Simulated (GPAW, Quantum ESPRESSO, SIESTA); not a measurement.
# Birch–Murnaghan line for zincblende GaSb, GPAW plane waves, PBE

Calculated with GPAW 26.7.0: PBE; plane waves, PAW, 650 eV; k-mesh 6×6×6. The volume is changed in steps from typed lattice constants. V0 = 30.038 Å³ an atom is where a Birch–Murnaghan fit to this level's pressures, the withheld one apart, crosses zero; rows within 2.5 % of V0 are left out, since F is ill-conditioned there. The typed cell is scaled evenly, with no relaxation, and each row is a single point.

| volume (Å³/atom) | pressure (GPa) |
| --- | --- |
| 27.674 | 4.4 |
| 28.275 | 3.033 |
| 28.877 | ? |
| 31.284 | -1.681 |
| 31.885 | -2.36 |
| 32.487 | -2.962 |

**Question.** Fit the third-order Birch–Murnaghan equation to the rows given and interpolate to the withheld row.

**Working.**

Take the Eulerian strain f = ½[(V0/V)^(2/3) − 1] and the normalised pressure F = P / [3f(1 + 2f)^(5/2)]. The third-order Birch–Murnaghan equation is then the line F = B0 + (3/2)B0(B′ − 4) f, so u = f and v = F.

```
     u = f  v = F (GPa)
 0.0280837      45.5561
 0.0205738      44.4280
-0.0133659      44.8606
-0.0195004      44.5595
-0.0254548      44.2003
```

With n = 5: mean u = -0.00193274, mean v = 44.7209, Σ(u − ū)² = 0.0024002, Σ(u − ū)(v − v̄) = 0.031959. Slope b = 0.031959 / 0.0024002 = 13.315; intercept a = v̄ − b ū = 44.747.

So B0 = 44.75 GPa and B′ = 4 + 2b/(3a) = 4.20. At the withheld volume f = 0.01331, F = 44.92 GPa, and P = 3f(1 + 2f)^(5/2) F.

Prediction at 28.877: 1.916 GPa. The run gave 1.881 GPa, so the fit is high by 0.035 GPa (1.9 % of the value).

A fit to this level's energies over the whole scan gives V0 = 30.048 Å³, B0 = 44.70 GPa and B′ = 3.93. Among the rows given, the largest miss of the fit is at 27.674, by 0.042 GPa (0.57 % of the range of the table).

Limits: The nuclei are static. The DFT runs use Fermi–Dirac occupations of width 0.01 eV, and energies are free energies. The pressures scatter by 0.03 GPa r.m.s. about a smooth curve, which shows enlarged in F and loosens B′.

[Logs are printed without paths, hosts, clocks, repeated set-up lines and the standing remarks that a program may print on its own settings, such as how far it seeks lower states.]

[Hosts, paths, dates, database ids (printed as entryN), source tags and the programs' standing remarks are cut or masked in the printed files.]
